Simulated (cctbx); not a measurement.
## Zr4GaCo: as given, inverted or twinned?

Space group I422 (no. 97), a = 6.4190 Å, b = 6.4190 Å, c = 5.5820 Å, α = 90.00°, β = 90.00°, γ = 90.00°.

| atom | mult. | x | y | z | Ueq (Å²) |
| --- | --- | --- | --- | --- | --- |
| Zr1 | 8 | 0.3259 | 0.1741 | 1/4 | 0.0106 |
| Ga1 | 2 | 0 | 0 | 1/2 | 0.0218 |
| Co1 | 2 | 0 | 0 | 0 | 0.0130 |

This is a model crystal, built by substitution and not relaxed, with assumed displacement parameters.

Data sets are simulated with cctbx and refined with Bijvoet mates kept apart; Flack x is then fitted as the share of an inverted twin with the atoms fixed, Hooft y from the Bijvoet differences. The group has rotations alone, so the crystal has a hand.

Untwinned crystal. What Flack and Hooft values should come out?

```csv
λ (Å),extinction (unmodelled),d min (Å),top counts,error (%),model,R1,Flack x,s.u.,Hooft y,s.u.,pairs
0.71073,0,0.77,5000,6,as given,0.0128,-0.13,0.1,-0.123,0.114,41
0.71073,0,0.77,5000,6,inverted,0.0160,1.14,0.12,1.222,0.134,41
1.54184,0,0.83,70000,2,as given,0.0038,0.005,0.003,0.001,0.004,33
```

With Mo Kα, x is within 3 s.u. of 0, so the hand is right, though an s.u. above 0.04 can't exclude a small twin share. With Cu Kα, x is within 3 s.u. of 0, so the hand is right. Inverting the model turns x into about 1 − x.

[Logs are printed without paths, hosts, clocks, repeated set-up lines and the standing remarks that a program may print on its own settings, such as how far it seeks lower states.]
